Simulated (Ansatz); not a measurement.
# Stretching the linear La chain, part 2 of 3

Wanted: energy, moment and open channels of the linear La chain from 12 % compression to 30 % stretch.

Ansatz 0.2.0; DFT PBE, plane waves, PAW; relaxation of a chain's period (the session's first sound run).

So far. Step 2 (The relaxed wire): The cell's length comes to 2.971 Å with no moment. That is -23 % against the start, more than a small adjustment.

### Step 3. The chain at a fixed length, period over the relaxed period 0.88, k-mesh 1×1×31

This step: DFT PBE, plane waves, PAW; channels and complex bands of a perfect chain (Ansatz 0.2.0).

The period is set to 0.88 times the relaxed one: shorter bonds widen the bands.

The cell differs from the one that the last finished run ended in (c 2.971 → 2.615 Å).

The input, input.yaml:

```yaml
crystal:
  lattice:
    - [12.0, 0.0, 0.0]
    - [0.0, 12.0, 0.0]
    - [0.0, 0.0, 2.6148479167]
  atoms:
    - { symbol: La, position: [0.5, 0.5, 0.0], spin: 1.0 }
magnetization:
  spin_polarized: true
kpoints:
  mp_grid: { grid: [1, 1, 31] }
scf:
  occupations: { method: fermi_dirac, width: 0.05 }
hamiltonian:
  xc: pbe
output:
  transmission:
    e_range: [-2, 2]
    de: 0.035
    kmesh: [1, 1]
    reduced_basis: true
    leads: [[0, 0]]
  stress: true
```

The run is started by

```
> ansatz run input.yaml --threads 8 --pin off --max-ram 16384MiB --backend cpu --events-out ev --progress --plain --runs-dir out
```

Numbers of over 12 decimals in the logs are rounded to 6 here.

What it wrote:

```text
[...]
Crystal: 1 atoms, lattice volume = 376.538 Å³
Basis set: ecut = 420 eV, 7433 PW (Γ)
Bands: 10, of which v1, the nominal top of the filled ones, is band 6 counted from 1 (5 counted from 0)
Symmetry: 16 space group operations
[...]
k-points: 16 of 31
[...]
Starting moments: Σ|m| = 1 μB on 1 of 1 site
[...]
SCF iter   1: F=—  HF=-6248.758532 eV  |F-HF|=—  |Δ(HF+E_count)|=         —  Δρ=2.16e-2 (↑2.16e-2 ↓1.13e-2)  dr2=1.11e1  dr2_m=2.06e-1  M=1.002 μB ∫|m|=1.002 μB  β_m=0.30  ethr=3.10e-3  ⟨swp⟩=6.5  Hψ=2075  notcnv=0
[...]
SCF iter  17: F=-6247.462965 eV  HF=-6247.462965 eV  |F-HF|=5.46e-12  |Δ(HF+E_count)|=  4.27e-10  Δρ=1.61e-8 (↑1.24e-8 ↓1.61e-8)  dr2=4.06e-12  dr2_m=7.80e-14  M=0.000 μB ∫|m|=0.000 μB  ethr=1.00e-12  ⟨swp⟩=2.7  Hψ=1645  notcnv=0
SCF 1 converged in 17 iterations: F = -6247.462965 eV  dr2 = 4.06e-12
[...]
WARN: the starting moments were not kept: the SCF closed with an absolute magnetisation of 9.7e-6 μB, where they sum to 1 μB in size (1 site). That is at most 0.1 of that sum. Measured as dr2_m measures the in/out step, that magnetisation stands 5.1e-12 eV from none, at or under the dr2_threshold of 1.0e-7 eV: it is no larger than a step whose dr2_m would equal this threshold. The system may hold no moment; this SCF  [...]
transmission: 8 of 48 steps passed
transmission: 12 of 48 steps passed
[...]
transmission: 48 of 48 steps passed
SCF converged after 17 iterations
Magnetization: 0.0000 μB (5.5000 up, 5.5000 down)
Absolute magnetization: 0.0000 μB (∫|ρ↑−ρ↓|, with the PAW one-centre terms)
[...]
Per-site moments (μB) at R_I (Å): [(2.107498959596481e-6, 1.078625)]
Free energy (F): -6247.462965 eV
[...]
Internal energy: -6247.434849 eV  (E = F + TS)
E sigma→0 (E₀):  -6247.448907 eV
Entropy (-TS):   -0.028116 eV (-28.116 meV/atom)
Fermi energy:    -1.445397 eV
[...]
--- Stress (GPa, compression-positive) ---
       -0.007315       0.000000      -0.000000
        0.000000      -0.007315      -0.000000
       -0.000000      -0.000000       2.106070
  P = ⅓ Tr σ = 0.6971 GPa (6.971 kbar)
--- Band table (eV; the first three rows and the last of 32) ---
[...]
--- Transmission ---
  basis      : 1265 plane waves across, 4 finite elements along
  points     : 1, standing for a mesh of 1 x 1
  filling    : by the input's occupations and mesh, since the crystals that have channels conduct as metals do. If one of these is a semiconductor, that mesh has misplaced its level
  energies   : 115 from -2.000000 to 1.990000 eV about the Fermi level, 0.035000 eV apart; the leads are filled to 0.000000 eV, and channels, transmission and decay are at -0.005000 eV
  crystal 0  : La1, at the sites [0, 0], period 2.6148 Å: whole cells are its period
    offset         : up to 0.0000 Å between an atom of the period and one for which it stands
    filled         : 22.7 meV under the level at which it is neutral
    channels       : 3.000000e0 up, 3.000000e0 down
    conductance    : 1.8044e14 S/m² at 300 K; may be off by some 0.0 % by where its bands' edges are placed, 10.9 % from the distance to neutral
```

It took 73 s on 8 threads of Arm Neoverse V2, shared host; peak memory 1.5 GiB; 7 min of CPU time.

Reading the cycles: dr2 is the Hartree energy of the density residual (eV), the measure of convergence; HF is the Harris–Foulkes estimate of the energy, which meets the free energy F at convergence.

This step gave:

| Property | Result |
| --- | --- |
| energy at zero smearing | -6247.4489 eV |
| channels at the energy nearest the Fermi level, spin up | 3 |
| channels at the energy nearest the Fermi level, spin down | 3 |
| conductance of the lead as this run defines it | 3.354 G₀ |
| band gap | 0 eV |

Table of open channels of the lead by energy, zero at the Fermi level:

| energy (eV) | spin up | spin down |
| --- | --- | --- |
| -2.00 | 0 | 0 |
| -1.90 | 0 | 0 |
| -1.79 | 0 | 0 |
| -1.69 | 2 | 2 |
| -1.58 | 2 | 2 |
| -1.48 | 2 | 2 |
| -1.37 | 2 | 2 |
| -1.23 | 2 | 2 |
| -1.12 | 3 | 3 |
| -1.02 | 3 | 3 |
| -0.92 | 3 | 3 |
| -0.81 | 3 | 3 |
| -0.70 | 3 | 3 |
| -0.60 | 3 | 3 |
| -0.49 | 3 | 3 |
| -0.39 | 3 | 3 |
| -0.28 | 3 | 3 |
| -0.18 | 3 | 3 |
| -0.07 | 3 | 3 |
| -0.01 | 3 | 3 |
| 0.07 | 5 | 5 |
| 0.17 | 6 | 6 |
| 0.28 | 6 | 6 |
| 0.38 | 6 | 6 |
| 0.48 | 6 | 6 |
| 0.59 | 6 | 6 |
| 0.69 | 6 | 6 |
| 0.80 | 6 | 6 |
| 0.91 | 6 | 6 |
| 1.01 | 5 | 5 |
| 1.11 | 5 | 5 |
| 1.22 | 3 | 3 |
| 1.36 | 3 | 3 |
| 1.47 | 5 | 5 |
| 1.57 | 3 | 3 |
| 1.68 | 3 | 3 |
| 1.78 | 5 | 5 |
| 1.89 | 5 | 5 |
| 1.99 | 5 | 5 |

At the computed energy nearest the Fermi level there are 3 spin-up and 3 spin-down channels, and the thermal average gives 3.35 G₀.

### Step 4. At a set period, period over the relaxed period 0.92, k-mesh 1×1×30

The period is set to 0.92 times the relaxed one: shorter bonds widen the bands.

The cell differs from the one that the last finished run ended in (c 2.615 → 2.734 Å).

input.yaml, as its differences from that of step 3:

```diff
@@ -4,3 +4,3 @@
     - [0.0, 12.0, 0.0]
-    - [0.0, 0.0, 2.6148479167]
+    - [0.0, 0.0, 2.7337046402]
   atoms:
@@ -10,3 +10,3 @@
 kpoints:
-  mp_grid: { grid: [1, 1, 31] }
+  mp_grid: { grid: [1, 1, 30] }
 scf:
```

What it wrote:

```text
[...]
Crystal: 1 atoms, lattice volume = 393.653 Å³
Basis set: ecut = 420 eV, 7753 PW (Γ)
Bands: 10, of which v1, the nominal top of the filled ones, is band 6 counted from 1 (5 counted from 0)
Symmetry: 16 space group operations
[...]
k-points: 16 of 30
[...]
Starting moments: Σ|m| = 1 μB on 1 of 1 site
[...]
--- Transmission ---
  basis      : 1265 plane waves across, 4 finite elements along
  points     : 1, standing for a mesh of 1 x 1
[...]
crystal 0  : La1, at the sites [0, 0], period 2.7337 Å: whole cells are its period
[...]
filled         : 13.2 meV over the level at which it is neutral
    channels       : 4.000000e0 up, 4.000000e0 down
[...]
[key lines of the parts left out:]
SCF converged after 14 iterations
Magnetization: -0.0000 μB (5.5000 up, 5.5000 down)
Free energy (F): -6247.649831 eV
Fermi energy:    -1.534592 eV
P = ⅓ Tr σ = 0.4329 GPa (4.329 kbar)
```

Run time: 69 s. Hardware: 8 threads; peak memory 1.5 GiB.

At the computed energy nearest the Fermi level there are 4 spin-up and 4 spin-down channels, and the thermal average gives 4.00 G₀.

Between step 3 and this run (period over the relaxed period 0.92 and k-mesh 1×1×30) the value for the conductance of the lead as this run defines it moves from 3.35 G₀ to 4.00 G₀ (+19 %).

### Step 5. The chain at a fixed length, period over the relaxed period 0.96, k-mesh 1×1×29

The period is set to 0.96 times the relaxed one: shorter bonds widen the bands.

The cell differs from the one that the last finished run ended in (c 2.734 → 2.853 Å).

input.yaml, as its differences from that of step 4:

```diff
@@ -4,3 +4,3 @@
     - [0.0, 12.0, 0.0]
-    - [0.0, 0.0, 2.7337046402]
+    - [0.0, 0.0, 2.8525613637]
   atoms:
@@ -10,3 +10,3 @@
 kpoints:
-  mp_grid: { grid: [1, 1, 30] }
+  mp_grid: { grid: [1, 1, 29] }
 scf:
```

What it wrote:

```text
[...]
Crystal: 1 atoms, lattice volume = 410.769 Å³
Basis set: ecut = 420 eV, 8017 PW (Γ)
Bands: 10, of which v1, the nominal top of the filled ones, is band 6 counted from 1 (5 counted from 0)
Symmetry: 16 space group operations
[...]
k-points: 15 of 29
[...]
Starting moments: Σ|m| = 1 μB on 1 of 1 site
[...]
--- Transmission ---
  basis      : 1265 plane waves across, 4 finite elements along
  points     : 1, standing for a mesh of 1 x 1
[...]
crystal 0  : La1, at the sites [0, 0], period 2.8526 Å: whole cells are its period
[...]
filled         : 11.6 meV over the level at which it is neutral
    channels       : 4.000000e0 up, 4.000000e0 down
[...]
[key lines of the parts left out:]
SCF converged after 13 iterations
Magnetization: -0.0000 μB (5.5000 up, 5.5000 down)
Free energy (F): -6247.749824 eV
Fermi energy:    -1.607409 eV
P = ⅓ Tr σ = 0.1687 GPa (1.687 kbar)
```

Run time: 57 s. Hardware: 8 threads; peak memory 1.3 GiB.

At the computed energy nearest the Fermi level there are 4 spin-up and 4 spin-down channels, and the thermal average gives 4.00 G₀.

Between step 3 and this run (period over the relaxed period 0.96 and k-mesh 1×1×29) the value for the conductance of the lead as this run defines it moves from 3.35 G₀ to 4.00 G₀ (+19 %).

### Step 6. The chain at a fixed length, period over the relaxed period 1, k-mesh 1×1×27

The period is set to 1.0 times the relaxed one, as the point of reference.

input.yaml, as its differences from that of step 5:

```diff
@@ -4,3 +4,3 @@
     - [0.0, 12.0, 0.0]
-    - [0.0, 0.0, 2.8525613637]
+    - [0.0, 0.0, 2.9714180872]
   atoms:
@@ -10,3 +10,3 @@
 kpoints:
-  mp_grid: { grid: [1, 1, 29] }
+  mp_grid: { grid: [1, 1, 27] }
 scf:
```

What it wrote:

```text
[...]
Crystal: 1 atoms, lattice volume = 427.884 Å³
Basis set: ecut = 420 eV, 8225 PW (Γ)
Bands: 10, of which v1, the nominal top of the filled ones, is band 6 counted from 1 (5 counted from 0)
Symmetry: 16 space group operations
[...]
k-points: 14 of 27
[...]
Starting moments: Σ|m| = 1 μB on 1 of 1 site
[...]
--- Transmission ---
  basis      : 1265 plane waves across, 4 finite elements along
  points     : 1, standing for a mesh of 1 x 1
[...]
crystal 0  : La1, at the sites [0, 0], period 2.9714 Å: whole cells are its period
[...]
filled         : 2.2 meV over the level at which it is neutral
    channels       : 4.000000e0 up, 4.000000e0 down
[...]
[key lines of the parts left out:]
SCF converged after 14 iterations
Magnetization: -0.0000 μB (5.5000 up, 5.5000 down)
Free energy (F): -6247.771043 eV
Fermi energy:    -1.661542 eV
P = ⅓ Tr σ = -0.0349 GPa (-0.349 kbar)
```

Run time: 55 s. Hardware: 8 threads; peak memory 1.3 GiB.

At the computed energy nearest the Fermi level there are 4 spin-up and 4 spin-down channels, and the thermal average gives 4.00 G₀.

For the conductance of the lead as this run defines it, step 3 gave 3.35 G₀; this run, with period over the relaxed period 1 and k-mesh 1×1×27, gives 4.00 G₀ (+19 %).

### Step 7. The chain at a fixed length, period over the relaxed period 1.04, k-mesh 1×1×26

The period is set to 1.04 times the relaxed one: longer bonds narrow the bands.

The cell differs from the one that the last finished run ended in (c 2.971 → 3.090 Å).

input.yaml, as its differences from that of step 6:

```diff
@@ -4,3 +4,3 @@
     - [0.0, 12.0, 0.0]
-    - [0.0, 0.0, 2.9714180872]
+    - [0.0, 0.0, 3.0902748107]
   atoms:
@@ -10,3 +10,3 @@
 kpoints:
-  mp_grid: { grid: [1, 1, 27] }
+  mp_grid: { grid: [1, 1, 26] }
 scf:
```

What it wrote:

```text
[...]
Crystal: 1 atoms, lattice volume = 445.000 Å³
Basis set: ecut = 420 eV, 8715 PW (Γ)
Bands: 10, of which v1, the nominal top of the filled ones, is band 6 counted from 1 (5 counted from 0)
Symmetry: 16 space group operations
[...]
k-points: 14 of 26
[...]
Starting moments: Σ|m| = 1 μB on 1 of 1 site
[...]
--- Transmission ---
  basis      : 1265 plane waves across, 4 finite elements along
  points     : 1, standing for a mesh of 1 x 1
[...]
crystal 0  : La1, at the sites [0, 0], period 3.0903 Å: whole cells are its period
[...]
filled         : 4.8 meV over the level at which it is neutral
    channels       : 4.000000e0 up, 4.000000e0 down
[...]
[key lines of the parts left out:]
SCF converged after 14 iterations
Magnetization: -0.0000 μB (5.5000 up, 5.5000 down)
Free energy (F): -6247.743038 eV
Fermi energy:    -1.669908 eV
P = ⅓ Tr σ = -0.1554 GPa (-1.554 kbar)
```

The job ended after 65 s (8 threads; peak memory 1.3 GiB; 5.9 min of CPU time).

At the computed energy nearest the Fermi level there are 4 spin-up and 4 spin-down channels, and the thermal average gives 4.00 G₀. The change of length costs 0.029 eV a cell and leaves no moment.

Between step 3 and this run (period over the relaxed period 1.04 and k-mesh 1×1×26) the value for the conductance of the lead as this run defines it moves from 3.35 G₀ to 4.00 G₀ (+19 %).

### Step 8. The chain at a fixed length, period over the relaxed period 1.08, k-mesh 1×1×25

The period is set to 1.08 times the relaxed one: longer bonds narrow the bands.

The cell differs from the one that the last finished run ended in (c 3.090 → 3.209 Å).

input.yaml, as its differences from that of step 7:

```diff
@@ -4,3 +4,3 @@
     - [0.0, 12.0, 0.0]
-    - [0.0, 0.0, 3.0902748107]
+    - [0.0, 0.0, 3.2091315342]
   atoms:
@@ -10,3 +10,3 @@
 kpoints:
-  mp_grid: { grid: [1, 1, 26] }
+  mp_grid: { grid: [1, 1, 25] }
 scf:
```

What it wrote:

```text
[...]
Crystal: 1 atoms, lattice volume = 462.115 Å³
Basis set: ecut = 420 eV, 9083 PW (Γ)
Bands: 10, of which v1, the nominal top of the filled ones, is band 6 counted from 1 (5 counted from 0)
Symmetry: 16 space group operations
[...]
k-points: 13 of 25
[...]
Starting moments: Σ|m| = 1 μB on 1 of 1 site
[...]
--- Transmission ---
  basis      : 1265 plane waves across, 4 finite elements along
  points     : 1, standing for a mesh of 1 x 1
[...]
crystal 0  : La1, at the sites [0, 0], period 3.2091 Å: whole cells are its period
[...]
filled         : 9.8 meV over the level at which it is neutral
    channels       : 4.000000e0 up, 4.000000e0 down
[...]
[key lines of the parts left out:]
SCF converged after 15 iterations
Magnetization: -0.0000 μB (5.5000 up, 5.5000 down)
Free energy (F): -6247.680776 eV
Fermi energy:    -1.669735 eV
P = ⅓ Tr σ = -0.2403 GPa (-2.403 kbar)
```

Wall time 66 s (8 threads); peak memory 1.2 GiB.

At the computed energy nearest the Fermi level there are 4 spin-up and 4 spin-down channels, and the thermal average gives 4.00 G₀. The change of length costs 0.093 eV a cell and leaves no moment.

For the conductance of the lead as this run defines it, step 3 gave 3.35 G₀; this run, with period over the relaxed period 1.08 and k-mesh 1×1×25, gives 4.00 G₀ (+19 %).

### Step 9. At a set period, period over the relaxed period 1.13, k-mesh 1×1×24

The period is set to 1.13 times the relaxed one: longer bonds narrow the bands.

The cell differs from the one that the last finished run ended in (c 3.209 → 3.358 Å).

input.yaml, as its differences from that of step 8:

```diff
@@ -4,3 +4,3 @@
     - [0.0, 12.0, 0.0]
-    - [0.0, 0.0, 3.2091315342]
+    - [0.0, 0.0, 3.3577024385]
   atoms:
@@ -10,3 +10,3 @@
 kpoints:
-  mp_grid: { grid: [1, 1, 25] }
+  mp_grid: { grid: [1, 1, 24] }
 scf:
```

What it wrote:

```text
[...]
Crystal: 1 atoms, lattice volume = 483.509 Å³
Basis set: ecut = 420 eV, 9451 PW (Γ)
Bands: 10, of which v1, the nominal top of the filled ones, is band 6 counted from 1 (5 counted from 0)
Symmetry: 16 space group operations
[...]
k-points: 13 of 24
[...]
Starting moments: Σ|m| = 1 μB on 1 of 1 site
[...]
--- Transmission ---
  basis      : 1265 plane waves across, 5 finite elements along
  points     : 1, standing for a mesh of 1 x 1
[...]
crystal 0  : La1, at the sites [0, 0], period 3.3577 Å: whole cells are its period
[...]
filled         : 6.5 meV over the level at which it is neutral
    channels       : 4.000000e0 up, 4.000000e0 down
[...]
[key lines of the parts left out:]
SCF converged after 20 iterations
Magnetization: 0.0001 μB (5.5001 up, 5.4999 down)
Free energy (F): -6247.572797 eV
Fermi energy:    -1.661195 eV
P = ⅓ Tr σ = -0.3040 GPa (-3.040 kbar)
```

The job ended after 79 s (8 threads; peak memory 1.5 GiB).

(Part 2 of 3 ends here.)

[Logs are printed without paths, hosts, clocks, repeated set-up lines and the standing remarks that a program may print on its own settings, such as how far it seeks lower states.]

[Hosts, paths, dates, database ids (printed as entryN), source tags and the programs' standing remarks are cut or masked in the printed files.]
